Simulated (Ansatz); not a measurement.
# Hf (P6_3/mmc, 2 atoms in the cell): zone-centre modes under pressure, part 2 of 2

Wanted: Grüneisen parameters and pressure coefficients of the modes of Hf (P6_3/mmc, 2 atoms in the cell).

Ansatz 0.2.0; DFT PBEsol, scalar-relativistic, plane waves, PAW; PAW set soft_1.

So far. Step 3 (Tight relaxation): The forces vanish by symmetry and the pressure is -0.001 GPa, within the tolerances set. The cell now holds 21.61 Å³/atom.

**4. Zone-centre response at rest**

Phonons follow from the second derivative of the energy, found here by linear response.

The modes at rest are the reference of the series.

Input file input.yaml:

```yaml
crystal:
  lattice:
    - [3.1604220834, 0.0, 0.0]
    - [-1.5802110417, 2.7370058109, 0.0]
    - [0.0, 0.0, 4.995379888]
  atoms:
    - { symbol: Hf, position: [0.3333333333, 0.6666666667, 0.25] }
    - { symbol: Hf, position: [0.6666666667, 0.3333333333, 0.75] }
kpoints:
  mp_grid: { grid: [15, 15, 8] }
hamiltonian:
  xc: pbesol
  pseudopotentials: { kind: paw, azcp: { folder: soft_1 }, xc_functional: pbe }
scf:
  occupations: { method: methfessel_paxton, width: 0.2 }
output:
  eigenvalues: true
phonons:
  method: dfpt
```

On the command line:

```
> ansatz run input.yaml --threads 4 --pin off --max-ram 10240MiB --backend cpu --events-out ev --progress --plain --runs-dir out
```

Numbers of over 12 decimals in the logs are rounded to 6 here.

The program printed:

```text
zone centre: on kpoints.mp_grid the ground state, and the responses unless they are solved on pairs of k-points, stand on 320 of the mesh's 1800 k-points, reduced under 4 symmetry operations, with k and −k counted as one. Each operation leaves every solved displacement unchanged or reverses it
[...]
Crystal: 2 atoms, lattice volume = 43.211 Å³
Basis set: ecut = 420 eV, 845 PW (Γ), exchange–correlation on 48×48×72 points (8 copies of the dense FFT grid, shifted against one another)
Bands: 32, of which v1, the nominal top of the filled ones, is band 26 counted from 1 (25 counted from 0)
Symmetry: 24 space group operations
k-points: 320 of 1800 (irreducible under 4 space group operations, time reversal used)
[...]
SCF iter   1: F=—  HF=-31197.854151 eV  |F-HF|=—  |Δ(HF+E_count)|=         —  Δρ=3.62e-2  dr2=6.75e-1  ethr=3.10e-3  ⟨swp⟩=4.9  Hψ=34827  notcnv=0
[...]
SCF iter  11: F=-31197.604493 eV  HF=-31197.604493 eV  |F-HF|=3.64e-12  |Δ(HF+E_count)|=    0.00e0  S|Δr|=    0.00e0  Δρ=6.68e-8  dr2=9.41e-13  ethr=1.00e-12  ⟨swp⟩=10.2  Hψ=59787  notcnv=0
the search or the solves at the SCF's close seem to have found levels that the self-consistency loop had missed (the run counts 3). By its estimate they hold under 1e-12 electrons; where the run keeps them, the occupations were computed again with them
SCF 1 converged in 11 iterations: F = -31197.604493 eV  dr2 = 9.41e-13
[...]
DFPT response loops at Γ: preconditioner auto → Kerker (q_TF=auto, 2.814 Å⁻¹) (partly filled bands, converged f_vac=0.000); β = 1.00, the filter's whole step (`scf.mixing.beta` (0.50) is not read by the response loops under this deck's `scf.mixing.preconditioner`; to damp them name `kerker` or `kerker_dos`, under which they read `scf.mixing.beta`, and type it under 1.00, their step now; both keys bind the ground state too); Broyden in place of MSR1
SCF converged after 11 iterations
[...]
Free energy (F): -31197.604493 eV
[...]
Internal energy: -31197.608536 eV  (E = F + TS)
E sigma→0 (E₀):  -31197.605503 eV
Entropy (-TS):   0.004043 eV (2.021 meV/atom)
Fermi energy:    18.722717 eV
[...]
--- Band table (eV; the first three rows and the last of 320) ---
  k-point 0: bands = [... 22 lower, 11.2024, 14.8796, 19.5086, 19.8692, 19.8692, 20.1738, 20.7321, 20.7321, ... 2 higher]
  k-point 1: bands = [... 22 lower, 11.3531, 14.8144, 19.2827, 19.7815, 19.7815, 20.0433, 20.6060, 20.6060, ... 2 higher]
  k-point 2: bands = [... 22 lower, 11.7878, 14.5567, 18.8689, 19.6560, 19.6560, 19.6948, 20.3110, 20.3110, ... 2 higher]
  k-point 319: bands = [... 22 lower, 15.7391, 15.7391, 17.9192, 17.9192, 18.6870, 18.6870, 20.9647, 20.9647, ... 2 higher]
--- Phonons (Γ-DFPT): 2 representative perturbations + reference, on 320 of 1800 k-points (Σ response iterations 6) ---
  k mesh reduced under 4 symmetry operations, with k and −k counted as one. Each operation leaves every solved displacement unchanged or reverses it
  ASR residual: 3.188e-5 → 0.000e0 eV/Å²; symmetrization residual: 6.401e-12 eV/Å²
  ASR residual per site (eV/Å²): 3.19e-5 3.19e-5
  Γ frequencies (cm⁻¹): 0.00 0.00 0.00 79.25 79.25 105.96
  non-analytic LO–TO correction: not included (Born effective charges unavailable; polar crystals: no LO–TO splitting at Γ)
```

It took 26 s on 4 threads of Intel Xeon Platinum 8488C (Sapphire Rapids), shared host; peak memory 1.6 GiB; 94 s of CPU time.

Numbers from this step:

* sum-rule residual before enforcement: 3.19e-5 eV/Å²
* point group: 6/mmm
* highest optical mode at the zone centre (no LO-TO term): 106.0 cm⁻¹
* lowest optical zone-centre mode: 79.25 cm⁻¹

Patterns of degenerate modes are one choice out of their space. Modes at Γ:

| mode | frequency (cm⁻¹) | symmetry |
| --- | --- | --- |
| 1 | 0.0 | acoustic |
| 2 | 0.0 | acoustic |
| 3 | 0.0 | acoustic |
| 4 | 79.2 | E2g |
| 5 | 79.2 | E2g |
| 6 | 106.0 | B1g |

Displacements in mode 4 (79.2 cm⁻¹), the largest set to 1:
```
Hf1  0.00 -1.00  0.00
Hf2  0.00  1.00  0.00
```

Displacements in mode 6 (106.0 cm⁻¹), the largest set to 1:
```
Hf1  0.00  0.00 -1.00
Hf2  0.00  0.00  1.00
```

Before it was imposed, the acoustic sum rule was missed by 3.2e-5 eV/Å². Small misses are needed for a sound result but don't prove that mesh and cutoff are converged. The lowest optical mode is real, 79.2 cm⁻¹.

**5. Relaxation of a member: 1.06 times the volume at rest**

The cell is set to 1.06 times the volume at rest, and shape and atoms relax at that volume.

input.yaml, the sections that differ from step 4:

```yaml
crystal:
  lattice:
    - [3.2236117304, 0.0, 0.0]
    - [-1.6118058652, 2.7917296504, 0.0]
    - [0.0, 0.0, 5.0895467376]
  atoms:
    - { symbol: Hf, position: [0.3333333333, 0.6666666667, 0.25] }
    - { symbol: Hf, position: [0.6666666667, 0.3333333333, 0.75] }
output:
  forces: true
  stress: true
  eigenvalues: true
relax:
  adjacent_minimum: "off"
  f_tol: 0.001
  max_steps: 60
  cell: { stress_tol: 0.01, fix: [volume] }
# kpoints, hamiltonian, scf: as in step 4
# phonons: removed
```

The program printed:

```text
[...]
Crystal: 2 atoms, lattice volume = 45.803 Å³
Basis set: ecut = 420 eV, 929 PW (Γ), exchange–correlation on 48×48×72 points (8 copies of the dense FFT grid, shifted against one another)
Bands: 32, of which v1, the nominal top of the filled ones, is band 26 counted from 1 (25 counted from 0)
Symmetry: 24 space group operations
[...]
k-points: 135 of 1800
[...]
k-point 134: bands = [... 22 lower, 15.7976, 15.7976, 16.1068, 16.1068, 17.3268, 17.3268, 20.0028, 20.0028, ... 2 higher]
--- Relaxed structure (2 steps of the walk, 2 accepted, 1 SCFs on fresh bases) ---
[...]
cell:  # Å, volume = 45.8031 Å³
    - [3.224219, 0.0, 0]
    - [-1.612110, 2.792256, 0]
    - [0, 0, 5.087629]
  atoms:
    - { symbol: Hf, position: [0.333333, 0.666667, 0.250000] }
    - { symbol: Hf, position: [0.666667, 0.333333, 0.750000] }
[key lines of the parts left out:]
SCF converged after 6 iterations
Free energy (F): -31197.553751 eV
Fermi energy:    17.550161 eV
P = ⅓ Tr σ = -6.0059 GPa (-60.059 kbar)
```

Run time: 9 s. Hardware: 4 threads; peak memory 0.53 GiB; 33 s of CPU time.

Little changed from the start: no atom moved by 0.005 Å and no cell edge by 0.1 %.

This step gave:

```yaml
pressure: -6.006 GPa
volume_per_atom: 22.90 Å³
```

The forces vanish by symmetry, at a pressure of -6.01 GPa.

**6. Zone-centre modes of the member: 1.06 times the volume at rest**

The zone-centre modes follow for 1.06 times the volume at rest.

input.yaml, the sections that differ from step 5:

```yaml
crystal:
  lattice:
    - [3.2242191186, 0.0, 0.0]
    - [-1.6121095593, 2.792255664, 0.0]
    - [0.0, 0.0, 5.0876293496]
  atoms:
    - { symbol: Hf, position: [0.3333333333, 0.6666666667, 0.25] }
    - { symbol: Hf, position: [0.6666666667, 0.3333333333, 0.75] }
output:
  eigenvalues: true
phonons:
  method: dfpt
# kpoints, hamiltonian, scf: as in step 5
# relax: removed
```

The program printed:

```text
[...]
Crystal: 2 atoms, lattice volume = 45.803 Å³
Basis set: ecut = 420 eV, 929 PW (Γ), exchange–correlation on 48×48×72 points (8 copies of the dense FFT grid, shifted against one another)
Bands: 32, of which v1, the nominal top of the filled ones, is band 26 counted from 1 (25 counted from 0)
Symmetry: 24 space group operations
k-points: 320 of 1800 (irreducible under 4 space group operations, time reversal used)
[...]
SCF iter   1: F=—  HF=-31197.819345 eV  |F-HF|=—  |Δ(HF+E_count)|=         —  Δρ=3.57e-2  dr2=7.27e-1  ethr=3.10e-3  ⟨swp⟩=4.9  Hψ=34382  notcnv=0
[...]
SCF iter  11: F=-31197.553751 eV  HF=-31197.553751 eV  |F-HF|=1.46e-11  |Δ(HF+E_count)|=  1.46e-11  S|Δr|=    0.00e0  Δρ=7.83e-8  dr2=1.48e-12  ethr=1.00e-12  ⟨swp⟩=11.2  Hψ=65656  notcnv=0
SCF 1 converged in 11 iterations: F = -31197.553751 eV  dr2 = 1.48e-12
[...]
SCF converged after 11 iterations
[...]
Free energy (F): -31197.553751 eV
[...]
Internal energy: -31197.558060 eV  (E = F + TS)
E sigma→0 (E₀):  -31197.554828 eV
Entropy (-TS):   0.004309 eV (2.155 meV/atom)
Fermi energy:    17.550161 eV
[...]
--- Band table (eV; the first three rows and the last of 320) ---
  k-point 0: bands = [... 22 lower, 10.2260, 13.8907, 18.1406, 18.6805, 18.6805, 18.9795, 19.4820, 19.4820, ... 2 higher]
  k-point 1: bands = [... 22 lower, 10.3670, 13.8099, 17.9452, 18.5968, 18.5968, 18.8566, 19.3644, 19.3644, ... 2 higher]
  k-point 2: bands = [... 22 lower, 10.7755, 13.5121, 17.6074, 18.4776, 18.4776, 18.5265, 19.0889, 19.0889, ... 2 higher]
  k-point 319: bands = [... 22 lower, 14.6626, 14.6626, 16.7823, 16.7823, 17.5150, 17.5150, 19.7008, 19.7008, ... 2 higher]
[...]
ASR residual: 4.243e-5 → 0.000e0 eV/Å²; symmetrization residual: 3.865e-12 eV/Å²
  ASR residual per site (eV/Å²): 4.24e-5 4.24e-5
  Γ frequencies (cm⁻¹): 0.00 0.00 0.00 79.46 79.46 82.50
[...]
```

The job ended after 27 s (4 threads; peak memory 1.6 GiB).

Numbers from this step:

```
sum-rule residual before enforcement                    : 4.24e-5 eV/Å²
highest optical mode at the zone centre (no LO-TO term) : 82.5 cm⁻¹
lowest optical zone-centre mode                         : 79.46 cm⁻¹
```

Patterns of degenerate modes are one choice out of their space. Modes at Γ:

| mode | frequency (cm⁻¹) | symmetry |
| --- | --- | --- |
| 1 | 0.0 | acoustic |
| 2 | 0.0 | acoustic |
| 3 | 0.0 | acoustic |
| 4 | 79.5 | E2g |
| 5 | 79.5 | E2g |
| 6 | 82.5 | B1g |

Displacements in mode 4 (79.5 cm⁻¹), the largest set to 1:
```
Hf1  0.00  1.00  0.00
Hf2  0.00 -1.00  0.00
```

Displacements in mode 6 (82.5 cm⁻¹), the largest set to 1:
```
Hf1  0.00  0.00  1.00
Hf2  0.00  0.00 -1.00
```

The lowest optical mode is real, 79.5 cm⁻¹, and the highest lies at 82.5 cm⁻¹.

Between step 4 and this run (volume ratio 1.06) the value for the highest optical mode at the zone centre (no LO-TO term) moves from 106 cm⁻¹ to 82.5 cm⁻¹ (-22 %).

**7. Relaxation of a member: 0.9 times the volume at rest**

The cell is set to 0.9 times the volume at rest, and shape and atoms relax at that volume.

input.yaml, the sections that differ from step 6:

```yaml
crystal:
  lattice:
    - [3.0468862659, 0.0, 0.0]
    - [-1.5234431329, 2.6386809087, 0.0]
    - [0.0, 0.0, 4.8371406944]
  atoms:
    - { symbol: Hf, position: [0.3333333333, 0.6666666667, 0.25] }
    - { symbol: Hf, position: [0.6666666667, 0.3333333333, 0.75] }
output:
  forces: true
  stress: true
  eigenvalues: true
relax:
  adjacent_minimum: "off"
  f_tol: 0.001
  max_steps: 60
  cell: { stress_tol: 0.01, fix: [volume] }
# kpoints, hamiltonian, scf: as in step 6
# phonons: removed
```

The program printed:

```text
[...]
Crystal: 2 atoms, lattice volume = 38.889 Å³
Basis set: ecut = 420 eV, 761 PW (Γ), exchange–correlation on 48×48×72 points (8 copies of the dense FFT grid, shifted against one another)
Bands: 32, of which v1, the nominal top of the filled ones, is band 26 counted from 1 (25 counted from 0)
Symmetry: 24 space group operations
[...]
k-points: 135 of 1800
[...]
k-point 134: bands = [... 22 lower, 18.9342, 18.9342, 19.3345, 19.3345, 20.9808, 20.9808, 23.7305, 23.7305, ... 2 higher]
--- Relaxed structure (3 steps of the walk, 3 accepted, 1 SCFs on fresh bases) ---
[...]
cell:  # Å, volume = 38.8895 Å³
    - [3.045002, -2.8849757967827e-11, 0.0]
    - [-1.522501, 2.637049, 0.0]
    - [0.0, 0.0, 4.843128]
  atoms:
    - { symbol: Hf, position: [0.333333, 0.666667, 0.25] }
    - { symbol: Hf, position: [0.666667, 0.333333, 0.750000] }
[key lines of the parts left out:]
SCF converged after 5 iterations
Free energy (F): -31197.425685 eV
Fermi energy:    21.025797 eV
P = ⅓ Tr σ = 14.3064 GPa (143.064 kbar)
```

Wall time 10 s (4 threads); peak memory 0.5 GiB.

Step by step:

```
step  energy less that of the first step (eV)  largest force component (eV/Å)  pressure (GPa)  volume (Å³)
   1                                   0.0000                          0.0000           14.32        38.89
   2                                   0.0000                          0.0000           14.30        38.89
   3                                   0.0000                          0.0000           14.31        38.89
  4*                                   0.0000                          0.0000           14.31        38.89
```

Relaxation steps marked * repeat the geometry before them on a plane-wave basis chosen anew for their cell, so energy and pressure can jump there.

Forces are held to the 24 operations that the run works with; a distortion that breaks them can't arise in this run.

```
conventional cell, symmetrised  before  after  change
                         a (Å)   3.047  3.045  -0.1 %
                         b (Å)   3.047  3.045  -0.1 %
                         c (Å)   4.837  4.843  +0.1 %
              volume (Å³/atom)   19.44  19.44  +0.0 %
```

Final coordinates:

```xyz
2
Lattice="3.0450 0.0000 0.0000 -1.5225 2.6370 0.0000 0.0000 0.0000 4.8431" Properties=species:S:1:pos:R:3 pbc="T T T"
Hf    0.0000    1.7580    1.2108
Hf    1.5225    0.8790    3.6323
```

This step gave:

```yaml
pressure: 14.31 GPa
volume_per_atom: 19.44 Å³
```

The forces vanish by symmetry, at a pressure of 14.31 GPa.

**8. Modes of this member: 0.9 times the volume at rest**

The zone-centre modes follow for 0.9 times the volume at rest.

input.yaml, the sections that differ from step 7:

```yaml
crystal:
  lattice:
    - [3.0450024217, 0.0, 0.0]
    - [-1.5225012108, 2.6370494518, 0.0]
    - [0.0, 0.0, 4.8431277098]
  atoms:
    - { symbol: Hf, position: [0.3333333333, 0.6666666667, 0.25] }
    - { symbol: Hf, position: [0.6666666667, 0.3333333333, 0.75] }
output:
  eigenvalues: true
phonons:
  method: dfpt
# kpoints, hamiltonian, scf: as in step 7
# relax: removed
```

The program printed:

```text
[...]
Crystal: 2 atoms, lattice volume = 38.889 Å³
Basis set: ecut = 420 eV, 761 PW (Γ), exchange–correlation on 48×48×72 points (8 copies of the dense FFT grid, shifted against one another)
Bands: 32, of which v1, the nominal top of the filled ones, is band 26 counted from 1 (25 counted from 0)
Symmetry: 24 space group operations
k-points: 320 of 1800 (irreducible under 4 space group operations, time reversal used)
[...]
k-point 2: bands = [... 22 lower, 13.8062, 16.5832, 21.3609, 21.9176, 21.9402, 21.9402, 22.6714, 22.6714, ... 2 higher]
  k-point 319: bands = [... 22 lower, 17.8292, 17.8292, 20.1321, 20.1321, 20.9934, 20.9934, 23.4040, 23.4040, ... 2 higher]
[...]
ASR residual: 3.765e-5 → 0.000e0 eV/Å²; symmetrization residual: 1.542e-9 eV/Å²
  ASR residual per site (eV/Å²): 3.76e-5 3.76e-5
  Γ frequencies (cm⁻¹): 0.00 0.00 0.00 71.32 71.32 145.28
[...]
[key lines of the parts left out:]
SCF converged after 10 iterations
Free energy (F): -31197.425685 eV
Fermi energy:    21.025797 eV
```

Wall time 33 s (4 threads); peak memory 1.5 GiB.

Numbers from this step:

| Quantity | Value |
| --- | --- |
| sum-rule residual before enforcement | 3.76e-5 eV/Å² |
| highest optical mode at the zone centre (no LO-TO term) | 145.3 cm⁻¹ |
| lowest optical zone-centre mode | 71.32 cm⁻¹ |

Patterns of degenerate modes are one choice out of their space. Modes at Γ:

| mode | frequency (cm⁻¹) | symmetry |
| --- | --- | --- |
| 1 | 0.0 | acoustic |
| 2 | 0.0 | acoustic |
| 3 | 0.0 | acoustic |
| 4 | 71.3 | E2g |
| 5 | 71.3 | E2g |
| 6 | 145.3 | B1g |

Displacements in mode 4 (71.3 cm⁻¹), the largest set to 1:
```
Hf1  0.00  1.00  0.00
Hf2  0.00 -1.00  0.00
```

Displacements in mode 6 (145.3 cm⁻¹), the largest set to 1:
```
Hf1  0.00  0.00 -1.00
Hf2  0.00  0.00  1.00
```

The lowest optical mode is real, 71.3 cm⁻¹, and the highest lies at 145.3 cm⁻¹.

For the highest optical mode at the zone centre (no LO-TO term), step 4 gave 106 cm⁻¹; this run, with volume ratio 0.9, gives 145 cm⁻¹ (+37 %).

**9. All members side by side**

The members are set side by side, also those not shown above.

Each row is one cell with its response, relaxed at fixed volume as far as symmetry leaves anything free; energies are extrapolated to zero smearing, and E0 is that at rest; shape and atoms are relaxed in each cell where symmetry leaves them free; all runs use 15×15×8 k points and Methfessel-Paxton smearing of 0.2 eV. State of the crystal along the series:

```csv
volume ratio,V (Å³/atom),pressure (GPa),E - E0 (meV/atom),first cell vector (Å),third cell vector (Å)
0.9,19.45,14.31,89.65,3.045,4.843
0.92,19.88,10.92,55.62,3.069,4.873
0.94,20.31,7.82,30.34,3.093,4.903
0.96,20.74,4.98,13.1,3.116,4.933
0.98,21.17,2.38,3.188,3.138,4.964
0.99,21.39,1.163,0.7915,3.15,4.98
1,21.61,-0.001358,0,3.16,4.995
1.02,22.04,-2.182,2.966,3.182,5.027
1.04,22.47,-4.178,11.57,3.203,5.057
1.06,22.9,-6.006,25.34,3.224,5.088
```

Each mode is tracked from rest by its pattern, and modes that stay within 0.3 cm⁻¹ of each other stand once; shape and atoms are relaxed in each cell where symmetry leaves them free; all runs use 15×15×8 k points and Methfessel-Paxton smearing of 0.2 eV. Optical modes along the series:

```csv
V (Å³/atom),mode 4 E2g (cm⁻¹),mode 6 B1g (cm⁻¹)
19.45,71.32,145.3
19.88,74.11,136.9
20.31,76.23,129
20.74,77.72,121.2
21.17,78.69,113.6
21.39,79.01,109.8
21.61,79.25,106
22.04,79.5,98.24
22.47,79.55,90.42
22.9,79.46,82.5
```

From cubic fits (parabolas where under five rows exist) of ln ω and P against ln V through the rows within about 4 % of rest: γ = −d ln ω / d ln V and dω/dP = γ ω / B. Slopes at rest:

```
      mode  fitted frequency at rest (cm⁻¹)  Grüneisen parameter γ  dω/dP (cm⁻¹/GPa)
mode 4 E2g                             79.2                  -0.25             -0.17
mode 6 B1g                              106                   3.62              3.37
```

**10. Summary of results**

```
members                                                          : 10
highest optical mode at the zone centre (no LO-TO term), at rest : 106.0 cm⁻¹
bulk modulus at rest                                             : 114 GPa
mode 4 E2g, γ                                                    : -0.25
mode 6 B1g, γ                                                    : 3.62
```

In words: The series spans -6.0 to 14.3 GPa, and the slope at rest gives a bulk modulus of 114 GPa. Among the modes in the table of slopes γ runs from -0.25 (mode 4 E2g) to 3.62 (mode 6 B1g). A negative γ means that the mode softens under pressure. One k mesh and one cutoff serve the ground states and modes of all volumes. These are harmonic frequencies at zero temperature: anharmonic shifts, linewidths and thermal expansion are left out. Spin-orbit coupling is left out, which can matter for the heavy elements here. With no gap, or one that is small against the smearing, the frequencies hang on the k mesh and the smearing, most of all near Kohn anomalies. The PAW files were made for PBE; the program adapts parts of them to the functional of the run, but their partial waves stay those of PBE, an approximation that was not tested in this session. Only the zone centre was solved, so an instability at another wavevector cannot show here.

[Logs are printed without paths, hosts, clocks, repeated set-up lines and the standing remarks that a program may print on its own settings, such as how far it seeks lower states.]

[Hosts, paths, dates, database ids (printed as entryN), source tags and the programs' standing remarks are cut or masked in the printed files.]
